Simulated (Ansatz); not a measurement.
# Resistivity from frozen vibrations: Ni(111) with 4 thermally displaced layers, 2x2, part 2 of 3

Wanted: the phonon-limited resistivity of Ni at 300 K by the Landauer route. The measured value for the pure metal at this temperature is 7.2 µΩ cm (CRC Handbook of Chemistry and Physics, 84th ed., 2003, Electrical Resistivity of Pure Metals).

Ansatz 0.2.0; Ansatz plane-wave DFT, PBE, PAW files, collinear spin; ballistic transport by layer matching (Landauer), zero bias; PAW set soft_1.

So far. Step 2 (With 4 displaced layers): Nearest the Fermi level spin up passes 2.47 of 2.49 channels of the lower lead and spin down 5.67 of 7.16.

## (3) With 8 displaced layers

Each atom of 8 layers is moved at random, by amounts drawn from a normal law 0.0624 Å wide in each direction from the Debye model (450 K) at 300 K. A fresh draw is used; the growth of the resistance with length is what counts.

System of this step: Ni(111) with 8 thermally displaced layers, 2x2. The cell holds 56 atoms: 56 Ni. Its edges and angles: a = 4.984 Å, b = 4.984 Å, c = 28.520 Å, α = 87.5°, β = 92.5°, γ = 120.0°. It derives from Ni. Regions: lead, 24 atoms (24 Ni); scattering region, 32 atoms (32 Ni). The structure is stacked along c, and the current runs across the ab planes.

File input.yaml:

```yaml
crystal:
  lattice:
    - [4.9836885938, 0.0, 0.0]
    - [-2.4918442969, 4.3160009268, 0.0]
    - [-1.2459221485, 0.7193334878, 28.4841528807]
  atoms:
    - { symbol: Ni, position: [0.005952381, 0.994047619, 0.0357142857], spin: 1.0 }
    - { symbol: Ni, position: [0.005952381, 0.494047619, 0.0357142857], spin: 1.0 }
    - { symbol: Ni, position: [0.505952381, 0.994047619, 0.0357142857], spin: 1.0 }
    - { symbol: Ni, position: [0.505952381, 0.494047619, 0.0357142857], spin: 1.0 }
    - { symbol: Ni, position: [0.1845238095, 0.3154761905, 0.1071428571], spin: 1.0 }
    - { symbol: Ni, position: [0.1845238095, 0.8154761905, 0.1071428571], spin: 1.0 }
    - { symbol: Ni, position: [0.6845238095, 0.3154761905, 0.1071428571], spin: 1.0 }
    - { symbol: Ni, position: [0.6845238095, 0.8154761905, 0.1071428571], spin: 1.0 }
    - { symbol: Ni, position: [0.3630952381, 0.1369047619, 0.1785714286], spin: 1.0 }
    - { symbol: Ni, position: [0.3630952381, 0.6369047619, 0.1785714286], spin: 1.0 }
    - { symbol: Ni, position: [0.8630952381, 0.1369047619, 0.1785714286], spin: 1.0 }
    - { symbol: Ni, position: [0.8630952381, 0.6369047619, 0.1785714286], spin: 1.0 }
    - { symbol: Ni, position: [0.041161125, 0.9664492, 0.2491668605], spin: 1.0 }
    - { symbol: Ni, position: [0.0540517455, 0.4727015209, 0.2488073929], spin: 1.0 }
    - { symbol: Ni, position: [0.5692164693, 0.9813991628, 0.2523650912], spin: 1.0 }
    - { symbol: Ni, position: [0.5650232491, 0.4733753099, 0.2549415786], spin: 1.0 }
    - { symbol: Ni, position: [0.2228018382, 0.2795717331, 0.3227504834], spin: 1.0 }
    - { symbol: Ni, position: [0.1973049414, 0.7576168216, 0.3194953551], spin: 1.0 }
    - { symbol: Ni, position: [0.7277655704, 0.2871660401, 0.3180611259], spin: 1.0 }
    - { symbol: Ni, position: [0.6942879675, 0.7752574865, 0.3210163825], spin: 1.0 }
    - { symbol: Ni, position: [0.4034978216, 0.110453086, 0.3955505452], spin: 1.0 }
    - { symbol: Ni, position: [0.4057333255, 0.6104532744, 0.390456641], spin: 1.0 }
    - { symbol: Ni, position: [0.8860249062, 0.1043649472, 0.394313975], spin: 1.0 }
    - { symbol: Ni, position: [0.912481035, 0.6094782487, 0.3945759226], spin: 1.0 }
    - { symbol: Ni, position: [0.0745847732, 0.8975412226, 0.4626765437], spin: 1.0 }
    - { symbol: Ni, position: [0.0868460787, 0.4318025082, 0.4609714565], spin: 1.0 }
    - { symbol: Ni, position: [0.588817501, 0.916356085, 0.4637762775], spin: 1.0 }
    - { symbol: Ni, position: [0.5857095351, 0.4339863292, 0.4611445577], spin: 1.0 }
    - { symbol: Ni, position: [0.2686308518, 0.2454472808, 0.5340247894], spin: 1.0 }
    - { symbol: Ni, position: [0.2364578632, 0.7126652244, 0.5342948125], spin: 1.0 }
    - { symbol: Ni, position: [0.7529830669, 0.2339107624, 0.5349953355], spin: 1.0 }
    - { symbol: Ni, position: [0.7548366011, 0.7443746222, 0.5379513533], spin: 1.0 }
    - { symbol: Ni, position: [0.4325284339, 0.0615188863, 0.6083234788], spin: 1.0 }
    - { symbol: Ni, position: [0.4582467534, 0.560330863, 0.6082669778], spin: 1.0 }
    - { symbol: Ni, position: [0.9247367202, 0.0846983885, 0.6085881173], spin: 1.0 }
    - { symbol: Ni, position: [0.9504121904, 0.5650028083, 0.604857177], spin: 1.0 }
    - { symbol: Ni, position: [0.1293290769, 0.8981216418, 0.676671022], spin: 1.0 }
    - { symbol: Ni, position: [0.0978290377, 0.3934642373, 0.6781957655], spin: 1.0 }
    - { symbol: Ni, position: [0.641183101, 0.8782125429, 0.677412907], spin: 1.0 }
    - { symbol: Ni, position: [0.5993400235, 0.3631438715, 0.6766226961], spin: 1.0 }
    - { symbol: Ni, position: [0.3110937683, 0.2066551575, 0.7486665123], spin: 1.0 }
    - { symbol: Ni, position: [0.2801720467, 0.71648976, 0.7514428801], spin: 1.0 }
    - { symbol: Ni, position: [0.7921760121, 0.2025917755, 0.750669689], spin: 1.0 }
    - { symbol: Ni, position: [0.7917496959, 0.698256739, 0.7513640505], spin: 1.0 }
    - { symbol: Ni, position: [0.4702380952, 0.0297619048, 0.8214285714], spin: 1.0 }
    - { symbol: Ni, position: [0.4702380952, 0.5297619048, 0.8214285714], spin: 1.0 }
    - { symbol: Ni, position: [0.9702380952, 0.0297619048, 0.8214285714], spin: 1.0 }
    - { symbol: Ni, position: [0.9702380952, 0.5297619048, 0.8214285714], spin: 1.0 }
    - { symbol: Ni, position: [0.1488095238, 0.8511904762, 0.8928571429], spin: 1.0 }
    - { symbol: Ni, position: [0.1488095238, 0.3511904762, 0.8928571429], spin: 1.0 }
    - { symbol: Ni, position: [0.6488095238, 0.8511904762, 0.8928571429], spin: 1.0 }
    - { symbol: Ni, position: [0.6488095238, 0.3511904762, 0.8928571429], spin: 1.0 }
    - { symbol: Ni, position: [0.3273809524, 0.1726190476, 0.9642857143], spin: 1.0 }
    - { symbol: Ni, position: [0.3273809524, 0.6726190476, 0.9642857143], spin: 1.0 }
    - { symbol: Ni, position: [0.8273809524, 0.1726190476, 0.9642857143], spin: 1.0 }
    - { symbol: Ni, position: [0.8273809524, 0.6726190476, 0.9642857143], spin: 1.0 }
magnetization:
  spin_polarized: true
kpoints:
  mp_grid: { grid: [5, 5, 1] }
hamiltonian:
  xc: pbe
  pseudopotentials: { kind: paw, azcp: { folder: soft_1 } }
scf:
  occupations: { method: fermi_dirac, width: 0.1 }
output:
  transmission:
    leads: [[0, 4]]
    kmesh: [10, 10]
    e_range: [-0.05, 0.05]
    de: 0.05
  write_potential: true
  write_density: true
  volumetric_format: npy
```

The run is started by

```console
> ansatz run input.yaml --threads 4 --pin off --max-ram 15360MiB --backend cpu --events-out ev --progress --plain --runs-dir out
```

Numbers of over 12 decimals in the logs are rounded to 6 here.

What it wrote:

```text
[...]
Crystal: 56 atoms, lattice volume = 612.683 Å³
Basis set: ecut = 420 eV, 11999 PW (Γ)
Bands: 639, of which v1, the nominal top of the filled ones, is band 504 counted from 1 (503 counted from 0)
Symmetry: 1 space group operations
[...]
k-points: 13 of 25 (time reversal used)
[...]
Starting moments: Σ|m| = 56 μB on 56 of 56 sites
[...]
SCF iter  23: F=-327024.627391 eV  HF=-327024.627391 eV  |F-HF|=5.19e-8  |Δ(HF+E_count)|=   2.97e-9  Δρ=9.65e-7 (↑1.99e-7 ↓9.65e-7)  dr2=5.23e-8  dr2_m=8.98e-10  M=36.873 μB ∫|m|=41.708 μB  ethr=5.32e-12  ⟨swp⟩=7.7  Hψ=69088  notcnv=0
SCF 1 converged in 23 iterations: F = -327024.627391 eV  dr2 = 5.23e-8
[...]
transmission: 378 of 3744 steps passed
transmission: 756 of 3744 steps passed
[...]
transmission: 3744 of 3744 steps passed
some or all of what a close reads of its open shells is tried by no SCF: some or all of their fillings by name were not asked, since the model of its bands would take too long in so large a cell. Whether a lower state lies along it is not known (a run that goes on reads the state that it goes on from)
SCF converged after 23 iterations
Magnetization: 36.8727 μB (522.4363 up, 485.5637 down)
Absolute magnetization: 41.7635 μB (∫|ρ↑−ρ↓|, with the PAW one-centre terms)
[...]
Per-site moments (μB) at R_I (Å): [(0.699483, 1.027886), (0.698362, 1.027886), (0.697054, 1.027886), (0.696475, 1.027886), (0.698174, 1.027886), (0.701906, 1.027886), (0.699105, 1.027886), (0.695474, 1.027886), (0.698303, 1.020427), (0.696564, 1.003692), (0.694173, 1.011368), (0.695644, 1.015204), (0.695049, 0.988320), (0.692750, 0.984916), (0.700516, 0.956179), (0.705728, 0.944154), (0.688701, 0.995240), (0.690854,  [...]
Free energy (F): -327024.627391 eV
[...]
Internal energy: -327021.674126 eV  (E = F + TS)
E sigma→0 (E₀):  -327023.150759 eV
Entropy (-TS):   -2.953264 eV (-52.737 meV/atom)
Fermi energy:    17.830465 eV
[...]
--- Band table (eV; the first three rows and the last of 26) ---
  k-point 0 ↑: bands = [... 500 lower, 17.2640, 17.2687, 17.2724, 17.2786, 17.2792, 17.2824, 17.2890, 17.2928, ... 131 higher]
  k-point 1 ↑: bands = [... 500 lower, 17.1973, 17.2059, 17.2095, 17.2166, 17.2221, 17.2303, 17.2593, 17.2705, ... 131 higher]
  k-point 2 ↑: bands = [... 500 lower, 17.1949, 17.2018, 17.2069, 17.2110, 17.2185, 17.2260, 17.2316, 17.2351, ... 131 higher]
  k-point 12 ↓: bands = [... 500 lower, 17.9974, 18.0199, 18.0270, 18.0381, 18.0422, 18.0481, 18.0563, 18.0755, ... 131 higher]
--- Transmission ---
  basis      : 199 plane waves across, 36 finite elements along
  points     : 52, standing for a mesh of 10 x 10
[...]
channels       : 2.490000e0 up, 7.160000e0 down
[...]
junction   : crystal 0 to crystal 0, 0.69 to 27.14 Å
    transmission   : 2.426232e0 up, 4.999906e0 down
[...]
```

The job ended after 19 min (4 threads of Intel Xeon 6975P-C (Granite Rapids), shared host; peak memory 8.7 GiB).

This step gave:

```yaml
free_energy: -327024.6274 eV
energy_at_zero_smearing: -327023.1508 eV
magnetization: 36.87 μB
absolute_magnetization: 41.76 μB
transmission_spin_up: 2.426
transmission_spin_down: 5.000
step_of_the_lead_s_potential: 2.2 meV
```

Per spin. The transmission, zone mean by energy, zero at the Fermi level:

| energy (eV) | T up | T down |
| --- | --- | --- |
| -0.0500 | 2.44 | 4.56 |
| 0.0000 | 2.43 | 5.00 |
| 0.0500 | 2.44 | 4.83 |

Nearest the Fermi level spin up passes 2.43 of 2.49 channels of the lower lead and spin down 5.00 of 7.16.

(Continued in part 3 of 3.)

[Logs are printed without paths, hosts, clocks, repeated set-up lines and the standing remarks that a program may print on its own settings, such as how far it seeks lower states.]

[Hosts, paths, dates, database ids (printed as entryN), source tags and the programs' standing remarks are cut or masked in the printed files.]
